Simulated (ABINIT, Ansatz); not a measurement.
# Calculated records

```xyz
4
Lattice="3.074 0.000 0.000 -1.537 2.662 0.000 0.000 0.000 5.045" Properties=species:S:1:pos:R:3 pbc="T T T" subject="SiC (P6_3mc): G0W0 with ABINIT, start to end" method="RPA screening on PBE, plane waves, norm-conserving pseudopotentials (and 2 further levels or steps)" program="ABINIT 10.8.3" settings="cutoff 37 Ha, PseudoDojo scalar-relativistic 0.4.1 standard, norm-conserving, ngkpt (6, 6, 4), nband 119, ecuteps 6.6 Ha, inclvkb 2, shiftk (0, 0, 0), symchi 1, awtr 1, frequency ppm, 6×6×4 k-mesh" cost="5 runs, 2.7 min in all on 8 MPI ranks of Arm Neoverse V1, shared host" notes="The program’s warnings: nkpt*nsppol () is not a multiple of nproc spkpt (). The cell and positions are those that the Materials Project relaxed with its own functionals (PBE, PBE+U or r2SCAN), kept fixed." pbe_gap="2.28 eV, indirect" g0w0_gap_on_the_mesh="2.92 eV" gw_settings="6×6×4 mesh, 119 bands, screening to 179.6 eV, Godby-Needs plasmon pole" known_limits="short of the basis limit"
Si    0.000    1.774    2.521
Si    1.537    0.887    5.043
C     0.000    1.774    4.417
C     1.537    0.887    1.894
```

[Long decimals in the printed logs are rounded to 6 places.]

[Logs are printed without paths, hosts, clocks, repeated set-up lines and the standing remarks that a program may print on its own settings, such as how far it seeks lower states.]

[Paths, hosts, dates, memory and timing lines, banners, echoed tables and standing remarks are left out of the program output; an Ansatz launch command may be rebuilt from the run's recorded settings. Measured values are a selection of at most five: reports struck by readers or far from the other reports are left out. None is set beside runs whose start may be inverted or whose files or cutoffs have a known fault.]

[Runs of the session that timed out or met a known fault of the program may be left out.]

[Hosts, paths, dates, database ids (printed as entryN), source tags and the programs' standing remarks are cut or masked in the printed files.]

[G0W0 gaps are taken among the corrected bands and points alone; a level outside them can change the order at an edge.]

[Where Ansatz stands beside ABINIT at settings called matched, ABINIT's density can come from a denser mesh and the files from another edition; pairs whose starting gaps differed by over 0.03 eV were left out, so agreement reads better than it is.]
